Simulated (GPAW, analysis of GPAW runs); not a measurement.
# Reproducing a measured hyperfine coupling: N2V- centre in diamond (GPAW)

How near does this set-up come to the measured hyperfine coupling? Subject: N2V- centre in diamond. Set-up: PBE, plane waves 500 eV, 32-site cell, PBE lattice, k: the zone centre alone. The model is a cell of 32 host atoms with 1 site emptied, N put on another atom's site and N put on another atom's site. The isotropic coupling follows from the spin density at the nucleus, the nuclear g-factor and the total spin.

What was measured. 15N, isotropic: 4.02 MHz, by EPR (“Electron paramagnetic resonance of the N2V− defect in 15N-doped synthetic diamond”, 2015, B. L. Green et al.). 13C, the two neighbours of the vacancy, isotropic: 240.7 MHz, by EPR (“Electron paramagnetic resonance of the N2V− defect in 15N-doped synthetic diamond”, 2015, B. L. Green et al.). The calculation is set beside it at the end.

Program: GPAW 26.7.0. Level of theory: GPAW plane-wave PAW DFT, PBE; relaxation of all atoms of a defect supercell. Results are calculated unless marked as measured.

### Step 1. The structure

The cell holds 31 atoms: 29 C and 2 N. Its edges and angles: a = 6.187 Å, b = 6.187 Å, c = 6.187 Å, α = 109.5°, β = 109.5°, γ = 109.5°. It derives from C (space group Fd-3m). Nearest the centre at fractional (0.500, 0.500, 0.500): C26 at 1.53 Å, N22 at 1.55 Å, C31 at 1.56 Å, N25 at 1.56 Å, C10 at 2.51 Å, C14 at 2.52 Å, C4 at 2.52 Å, C12 at 2.53 Å. The cell carries charge −1.

The host's primitive cell comes from a first run (GPAW plane-wave PAW DFT, PBE; relaxation of cell and atoms of a defect-free cell): vectors of 2.526, 2.526 and 2.526 Å. That is 5.70 Å³ an atom, 0.4 % over the diffraction cell's volume. The supercell is built on it.

### Step 2. Relaxation, charge −1

Every later number rests on the structure around the defect, so the atoms are relaxed at the host's lattice first.

The input, run.py:

```python
import numpy as np
from ase.io import read, write
from ase.parallel import parprint, world
from gpaw import GPAW, PW
from ase.optimize import BFGS

atoms = read('POSCAR')
magmoms = np.zeros(len(atoms))
magmoms[[21, 24, 30, 25]] = 1 / 4
atoms.set_initial_magnetic_moments(magmoms)
calc = GPAW(mode=PW(500),
            xc='PBE',
            kpts={'size': (1, 1, 1), 'gamma': True},
            charge=-1,
            occupations={'name': 'fermi-dirac', 'width': 0.01, 'fixmagmom': True},
            nbands=72,
            convergence={'density': 1e-05, 'forces': 0.001},
            maxiter=150,
            symmetry='off',
            txt='gpaw.txt')
atoms.calc = calc
opt = BFGS(atoms, trajectory='relax.traj', logfile='-')
done = opt.run(fmax=0.02, steps=80)
parprint('Converged:', done)
energy = atoms.get_potential_energy()
forces = atoms.get_forces()
parprint(f'Energy: {energy:.6f} eV, largest force {np.linalg.norm(forces, axis=1).max():.4f} eV/A')
calc.write('gs.gpw')
write('final.xyz', atoms)
parprint('Moments:', atoms.get_magnetic_moments().round(3))
for s in range(calc.get_number_of_spins()):
    parprint('Levels (eV), spin', s, calc.get_eigenvalues(kpt=0, spin=s)[-16:].round(3))
```

The input, POSCAR:

```
C  N  C  N  C 
 1.0000000000000000
    -3.5719578546049062    3.5719578546049053    3.5719578546049036
     3.5719578546049044   -3.5719578546049062    3.5719578546049036
     3.5719578546049058    3.5719578546049058   -3.5719578546049036
 C   N   C   N   C  
  21   1   2   1   6
Direct
  0.0021384525756559  0.0028720791299401  0.5037944302396944
 -0.0033423750253396  0.2485671959303876  0.2466901142129493
  0.0018364156347853  0.5031529160820237 -0.0002767130121207
 -0.0014293308777608  0.7494449936386740  0.7523494654106118
  0.2484144268367630 -0.0038167910698811  0.2490027467051404
  0.2483041208369454  0.2513326200440548 -0.0021962664284205
  0.2525482960818864  0.5020725921829075  0.7538970635945349
  0.2509553000476966  0.7519669227230426  0.4981686614036545
  0.5013057303890441  0.0016151416668320 -0.0019402265513309
  0.5023261452074819  0.2510472188944676  0.7485108355890714
  0.4963363571173591  0.7476638663263854  0.2468704846834153
  0.7535127957859907  0.0003994208881560  0.7505379388561283
  0.7491801989579341  0.2464589367285058  0.4974117613638005
  0.7502800219769491  0.5035124161682371  0.2518012927227911
  0.7480621291128737  0.7474906256677735  0.0009336521603523
 -0.0001446908103721 -0.0018297119564226  0.2521151472071977
 -0.0035633967704118  0.2494185907252280 -0.0005423035197223
  0.0037861975573721  0.5012031498391372  0.7523488531383958
  0.0025167593257877  0.7535767993813943  0.5008271612738199
  0.2524682638174244  0.0039082638601907  0.0023051062829124
  0.2476589674847025  0.2465577688272933  0.7465858617914550
  0.2498111091028880  0.4980457137932535  0.5019970234463154
  0.2499957324695253  0.7474135018477286  0.2470119374805184
  0.5035702071619096  0.0032370335827315  0.7525497590119652
  0.4999038492955737  0.2465394069317349  0.4985099260756167
  0.4998689219239972  0.4991233135721693  0.2528031751250874
  0.4995095583740382  0.7473079045677228  0.0011680395134747
  0.7538271344141338  0.0011141472113398  0.5013042648872258
  0.7469199792303125  0.2505319993955028  0.2485941662092317
  0.7463658401678320  0.4974961694802949 -0.0031533669748198
  0.7532266888266965  0.7525066093661513  0.7502377923413560
```

Launch:

```
$ OMP_NUM_THREADS=1 mpirun -n 4 gpaw python run.py > stdout
```

What it wrote:

```text
__  _  _
 | _ |_)|_||  |
 |__||  | ||/\| - 26.7.0

Input parameters:
  mode=PW(ecut=500.0),
  charge=-1,
  convergence={'density': 1e-05, 'forces': 0.001},
  kpts=MonkhorstPack(size=(1, 1, 1), gamma=True),
  maxiter=150,
  nbands=72,
  occupations=Occupations(name='fermi-dirac', width=0.01, fixmagmom=True),
  symmetry=Symmetry(point_group=False, time_reversal=False),
  xc=XC(name='PBE')

Diagonalizing LCAO Hamiltonian
Converting LCAO to pw mode

             C
           C  C
            C CC C   C
         C   C CC
                N C
           C C    CCNC
              C C    CCC
               C C      C C
                  C

Atoms  # Å, Bohr magnetons
|    | symbol |         x |         y |         z |    initial magnetic moments |
|----|--------|-----------|-----------|-----------|-----------------------------|
|  0 |      C |  1.802153 |  1.796912 | -1.781635 | ( 0.0000,  0.0000,  0.0000) |
|  1 |      C |  1.780977 | -0.018644 | -0.005234 | ( 0.0000,  0.0000,  0.0000) |
|  2 |      C |  1.789693 | -1.791670 |  1.804789 | ( 0.0000,  0.0000,  0.0000) |
|  3 |      C |  5.369452 |  0.005269 | -0.015480 | ( 0.0000,  0.0000,  0.0000) |
|  4 |      C | -0.011532 |  1.790387 | -0.015735 | ( 0.0000,  0.0000,  0.0000) |
|  5 |      C |  0.002973 | -0.018663 |  1.792526 | ( 0.0000,  0.0000,  0.0000) |
|  6 |      C |  3.584179 |  1.801598 |  0.002585 | ( 0.0000,  0.0000,  0.0000) |
|  7 |      C |  3.569030 | -0.010155 |  1.802958 | ( 0.0000,  0.0000,  0.0000) |
|  8 |      C | -1.791804 |  1.777943 |  1.803343 | ( 0.0000,  0.0000,  0.0000) |
|  9 |      C |  1.776091 |  3.571207 |  0.017369 | ( 0.0000,  0.0000,  0.0000) |
| 10 |      C |  1.779542 | -0.015920 |  3.561705 | ( 0.0000,  0.0000,  0.0000) |
| 11 |      C | -0.009199 |  5.370979 |  0.012053 | ( 0.0000,  0.0000,  0.0000) |
| 12 |      C | -0.018965 |  3.572433 |  1.779647 | ( 0.0000,  0.0000,  0.0000) |
| 13 |      C |  0.017980 |  1.780867 |  3.579070 | ( 0.0000,  0.0000,  0.0000) |
| 14 |      C |  0.001294 |  0.005376 |  5.338716 | ( 0.0000,  0.0000,  0.0000) |
| 15 |      C |  0.894526 |  0.906564 | -0.907597 | ( 0.0000,  0.0000,  0.0000) |
[...]
| 21 |      N |  2.679796 |  0.906429 |  0.878201 | ( 0.0000,  0.0000,  0.2500) |
[...]
| 24 |      N |  0.875649 |  2.685664 |  0.885607 | ( 0.0000,  0.0000,  0.2500) |
[...]
Unit cell  # Å
| periodic |         x |         y |         z |  lengths |     angles |
|----------|-----------|-----------|-----------|----------|------------|
|      yes | -3.571958 |  3.571958 |  3.571958 | 6.186812 | 109.471221 |
|      yes |  3.571958 | -3.571958 |  3.571958 | 6.186812 | 109.471221 |
|      yes |  3.571958 |  3.571958 | -3.571958 | 6.186812 | 109.471221 |

Number of symmetries: 1
Symmetry operations  # r_c * U_cc + t_c -> r_c
|   | kind |            matrix            |
|---|------|------------------------------|
| 0 |  E   |  1, 0, 0,  0, 1, 0,  0, 0, 1 |

BZ-sampling:
  Number of BZ points: 1
  Number of IBZ points: 1

  Monkhorst-Pack size: [1, 1, 1]
  Monkhorst-Pack shift: [0, 0, 0]

K-points  # in reciprocal-cell coordinates
|   |                                coordinates |     weight |
|---|--------------------------------------------|------------|
| 0 | (  0.00000000,   0.00000000,   0.00000000) | 1.00000000 |

Plane wave coefficients: 2293
Cutoff: 500.0 eV

Spin-components: 2 (collinear spins)
Bands:           72
Projectors:      155
Spin-degeneracy: 1
Datatype:        float64

Density:
  Valence electrons: 126.0
  Components: 2
  Grid points: [32 32 32]
  Charge: -1.0  # |e|

Potential:
  Grid points: [32 32 32]

species:
  C:
    name:    Carbon
    Z:       6.0
    valence: 4
    core:    2
    charge:  0.0  # [|e|]
    compensation charges:
      type: gauss
      rc: 0.20  # [Å]
      lmax: 2
    cutoffs:
      filter: 1.14  # [Å]
      core: 1.14  # [Å]
    projectors
    | kind |    occ | energy [eV] | rcut [Å] |
    |------|--------|-------------|----------|
    |   2s |  2.000 |     -13.751 |    0.635 |
    |   2p |  2.000 |      -5.284 |    0.635 |
    |    s |        |      13.461 |    0.635 |
    |    p |        |      21.927 |    0.635 |
    |    d |        |       0.000 |    0.635 |

    Using partial waves for C as LCAO basis

  N:
    name:    Nitrogen
    Z:       7.0
    valence: 5
    core:    2
    charge:  0.0  # [|e|]
    compensation charges:
      type: gauss
      rc: 0.18  # [Å]
      lmax: 2
    cutoffs:
      filter: 1.11  # [Å]
      core: 0.96  # [Å]
    projectors
    | kind |    occ | energy [eV] | rcut [Å] |
    |------|--------|-------------|----------|
    |   2s |  2.000 |     -18.583 |    0.603 |
    |   2p |  3.000 |      -7.089 |    0.529 |
    |    s |        |       8.629 |    0.603 |
    |    p |        |      20.123 |    0.529 |
    |    d |        |       0.000 |    0.577 |

    Using partial waves for N as LCAO basis

Reference energy: -32764.658357  # eV

eigensolver:
  PPCG
  Converge bands: occupied
  niter=2

density mixing:
  MSR1-Mixer
  Pratt-step length: 0.05
  Maximum mixing coefficient: 0.75
  Old densities: 10
  SVD Regularization: 0.005
  Good broyden scale: 1.0
  Trust region scale: 1.0
  Backstep threshold: 4.0
  History deletion threshold: 6.0
  Fourier metric: weight=20.0, sigma=0.015

occupation numbers:
  Fixed magnetic moment: 1.000
  Fermi-Dirac:
    width: 0.0100  # eV

poisson solver:
  ecut: 4000.0  # eV
  uniform background charge: -1.0  # electrons

xc functional:
  name: PBE with 2 nearest neighbor stencil

Initialization done in: 4.701 s

convergence criteria:
- Maximum integral of absolute [dens]ity change: 1e-05 electrons / valence electron
- Maximum change in the atomic [forces] across last 2 cycles: 0.001 eV/Ang OR
Maximum error relative to the maximum force is below inf
- Maximum [total energy] change in last 3 cyles: 0.0005 eV / valence electron
- Maximum integral of absolute [eigenst]ate change: 4e-08 eV^2 / valence electron
maximum number of iterations: 150

SCF iterations
|iter     | |      energy | eigst |  dens |force |  magmom |
|---------|-|-------------|-------|-------|------|---------|
|iter:   1| | -262.354354 | +0.16 |       |      |  +0.9992|
|iter:   2| | -261.258276 | -1.79 | -0.78 |      |  +0.9992|
|iter:   3| | -255.196597 | -1.19 | -0.81 |      |  +0.9998|
|iter:   4| | -254.877975 | -1.08 | -1.39 |      |  +0.9999|
|iter:   5| | -254.597750 | -1.75 | -1.82 |      |  +1.0000|
|iter:   6| | -254.606518 | -3.26 | -2.27 |      |  +1.0000|
|iter:   7| | -254.606396c| -4.18 | -2.69 |      |  +1.0000|
[...]
| 21 |      N |  2.755290 |  0.816671 |  0.812100 | ( 0.0000,  0.0000,  0.0050) |
[...]
| 24 |      N |  0.814546 |  2.757051 |  0.812081 | ( 0.0000,  0.0000,  0.0050) |
[...]
Unit cell  # Å
| periodic |         x |         y |         z |  lengths |     angles |
|----------|-----------|-----------|-----------|----------|------------|
|      yes | -3.571958 |  3.571958 |  3.571958 | 6.186812 | 109.471221 |
|      yes |  3.571958 | -3.571958 |  3.571958 | 6.186812 | 109.471221 |
|      yes |  3.571958 |  3.571958 | -3.571958 | 6.186812 | 109.471221 |

Initialization done in: 0.434 s

convergence criteria:
- Maximum integral of absolute [dens]ity change: 1e-05 electrons / valence electron
- Maximum change in the atomic [forces] across last 2 cycles: 0.001 eV/Ang OR
Maximum error relative to the maximum force is below inf
- Maximum [total energy] change in last 3 cyles: 0.0005 eV / valence electron
- Maximum integral of absolute [eigenst]ate change: 4e-08 eV^2 / valence electron
maximum number of iterations: 150

SCF iterations
|iter     | |      energy | eigst |  dens |force |  magmom |
|---------|-|-------------|-------|-------|------|---------|
|iter:   1| | -256.010019c| -5.19 |       |      |  +1.0001|
|iter:   2| | -256.010012c| -6.84 | -3.81 |      |  +1.0001|
|iter:   3| | -256.009991c| -6.19 | -3.86 |      |  +1.0000|
|iter:   4| | -256.009990c| -7.35 | -4.23 |      |  +1.0000|
|iter:   5| | -256.009990c| -7.67c| -4.53 |      |  +1.0000|
|iter:   6| | -256.009989c| -7.68c| -4.78 |      |  +1.0000|
|iter:   7| | -256.009989c| -8.16c| -5.30c|-1.64 |  +1.0000|
|iter:   8| | -256.009989c| -8.92c| -5.70c|-3.29c|  +1.0000|

Converged in 8 steps
SCF loop duration: 4.258 s (0.532 s/step)
Energy contributions relative to reference atoms: (reference = -32764.658357)

Energy contributions:
  Kinetic:         279.159676
  Coulomb:        -229.770483
  Zero:              0.201077
  External:          0.000000
  Xc:             -305.600260
  Entropy:          -0.000000
  Spinorbit:         0.000000
  ----------------------------
  Free energy:    -256.009989
  Extrapolated:   -256.009989

dipole moment: (12.243813, 12.428411, -15.846602)  # |e|*Ang

Total magnetic moment: (0.000000, 0.000000, 1.000000)

Local magnetic moments
|        x |        y |         z |
|----------|----------|-----------|
[...]
Fermi levels: 14.663, 14.294
Eigenvalues  # (at kpt = [0.000, 0.000, 0.000])
| band index |      eig [eV] | occ [0-1] |      eig [eV] | occ [0-1] |
|------------|---------------|-----------|---------------|-----------|
[...]
|        ... |               |           |               |           |
[...]
Gap: 1.020 eV
Transition (v -> c):
  (s=1, k=0, n=63, [0.00, 0.00, 0.00]) -> (s=0, k=0, n=64, [0.00, 0.00, 0.00])
No difference between direct/indirect transitions

Forces  # eV/Ang
|        x |        y |        z |
|----------|----------|----------|
[...]
C
           C  C
            C CC C   C
             C C
         C      N C
           C C   C CNC
              C C    CCC
               C C      C C
                  C

Atoms  # Å, Bohr magnetons
|    | symbol |         x |         y |         z |    initial magnetic moments |
|----|--------|-----------|-----------|-----------|-----------------------------|
[...]
| 21 |      N |  2.755300 |  0.816703 |  0.811862 | ( 0.0000,  0.0000,  0.0050) |
| 22 |      C |  2.659297 | -0.871921 |  2.658410 | ( 0.0000,  0.0000,  0.0039) |
| 23 |      C |  0.871698 |  4.484539 | -0.913365 | ( 0.0000,  0.0000,  0.0039) |
| 24 |      N |  0.814870 |  2.756941 |  0.811893 | ( 0.0000,  0.0000,  0.0050) |
| 25 |      C |  0.835051 |  0.836085 |  2.771537 | ( 0.0000,  0.0000,  0.1580) |
| 26 |      C |  0.878767 | -0.921745 |  4.486365 | ( 0.0000,  0.0000,  0.0168) |
| 27 |      C | -0.906199 |  4.478139 |  0.890501 | ( 0.0000,  0.0000,  0.0071) |
| 28 |      C | -0.873230 |  2.660734 |  2.658474 | ( 0.0000,  0.0000,  0.0039) |
| 29 |      C | -0.923093 |  0.880007 |  4.486276 | ( 0.0000,  0.0000,  0.0167) |
| 30 |      C |  2.736158 |  2.737599 |  2.771792 | ( 0.0000,  0.0000,  0.1583) |

Unit cell  # Å
| periodic |         x |         y |         z |  lengths |     angles |
|----------|-----------|-----------|-----------|----------|------------|
|      yes | -3.571958 |  3.571958 |  3.571958 | 6.186812 | 109.471221 |
|      yes |  3.571958 | -3.571958 |  3.571958 | 6.186812 | 109.471221 |
|      yes |  3.571958 |  3.571958 | -3.571958 | 6.186812 | 109.471221 |

Initialization done in: 0.423 s

convergence criteria:
- Maximum integral of absolute [dens]ity change: 1e-05 electrons / valence electron
- Maximum change in the atomic [forces] across last 2 cycles: 0.001 eV/Ang OR
Maximum error relative to the maximum force is below inf
- Maximum [total energy] change in last 3 cyles: 0.0005 eV / valence electron
- Maximum integral of absolute [eigenst]ate change: 4e-08 eV^2 / valence electron
maximum number of iterations: 150

SCF iterations
|iter     | |      energy | eigst |  dens |force |  magmom |
|---------|-|-------------|-------|-------|------|---------|
|iter:   1| | -256.010057c| -5.49 |       |      |  +1.0000|
|iter:   2| | -256.010055c| -7.13 | -4.02 |      |  +1.0000|
|iter:   3| | -256.010048c| -6.69 | -4.06 |      |  +1.0000|
|iter:   4| | -256.010047c| -7.72c| -4.38 |      |  +1.0000|
|iter:   5| | -256.010047c| -7.84c| -4.68 |      |  +1.0000|
|iter:   6| | -256.010047c| -8.27c| -5.11c|-1.76 |  +1.0000|
|iter:   7| | -256.010047c| -8.92c| -5.45c|-3.45c|  +1.0000|

Converged in 7 steps
SCF loop duration: 3.576 s (0.511 s/step)
Energy contributions relative to reference atoms: (reference = -32764.658357)

Energy contributions:
  Kinetic:         279.166326
  Coulomb:        -229.773962
  Zero:              0.201098
  External:          0.000000
  Xc:             -305.603509
  Entropy:          -0.000000
  Spinorbit:         0.000000
  ----------------------------
  Free energy:    -256.010047
  Extrapolated:   -256.010047

dipole moment: (12.239275, 12.429206, -15.848364)  # |e|*Ang

Total magnetic moment: (0.000000, 0.000000, 1.000000)

Local magnetic moments
|        x |        y |         z |
|----------|----------|-----------|
[...]
Fermi levels: 14.663, 14.294
Eigenvalues  # (at kpt = [0.000, 0.000, 0.000])
| band index |      eig [eV] | occ [0-1] |      eig [eV] | occ [0-1] |
|------------|---------------|-----------|---------------|-----------|
[...]
|        ... |               |           |               |           |
[...]
|         64 |        15.629 |     0.000 |        15.650 |     0.000 |
|         65 |        15.856 |     0.000 |        15.871 |     0.000 |
|         66 |        16.170 |     0.000 |        16.232 |     0.000 |
|         67 |        16.258 |     0.000 |        16.273 |     0.000 |
|         68 |        16.319 |     0.000 |        16.342 |     0.000 |
|         69 |        16.791 |     0.000 |        16.845 |     0.000 |
|         70 |        17.309 |     0.000 |        17.336 |     0.000 |
|         71 |        17.421 |     0.000 |        17.444 |     0.000 |

Gap: 1.019 eV
Transition (v -> c):
  (s=1, k=0, n=63, [0.00, 0.00, 0.00]) -> (s=0, k=0, n=64, [0.00, 0.00, 0.00])
No difference between direct/indirect transitions

Forces  # eV/Ang
|        x |        y |        z |
|----------|----------|----------|
[...]
| -0.00227 |  0.00287 | -0.00513 |  # C   23
|  0.01183 | -0.01042 |  0.00274 |  # N   24
| -0.00324 |  0.00358 |  0.00376 |  # C   25
|  0.00045 | -0.00218 |  0.00131 |  # C   26
|  0.00511 | -0.00298 | -0.00040 |  # C   27
|  0.00371 | -0.00120 | -0.00179 |  # C   28
| -0.00227 |  0.00348 |  0.00110 |  # C   29
| -0.00577 | -0.00520 |  0.00238 |  # C   30

# Writing to gs.gpw (mode='')
```

Elapsed: 62 s, on 4 MPI ranks of Intel Xeon Platinum 8488C (Sapphire Rapids), shared host; peak memory 1 GiB.

The run converged, but on settings that a careful run would not use, so its numbers are not the defect's.

(Continued in part 2 of 2.)

[Logs are printed without paths, hosts, clocks, repeated set-up lines and the standing remarks that a program may print on its own settings, such as how far it seeks lower states.]

[Hosts, paths, dates, database ids (printed as entryN), source tags and the programs' standing remarks are cut or masked in the printed files.]

[For some hosts the program warned that the k-mesh of the response run may be too coarse for force constants and the static dielectric constant; such warnings are not shown here.]
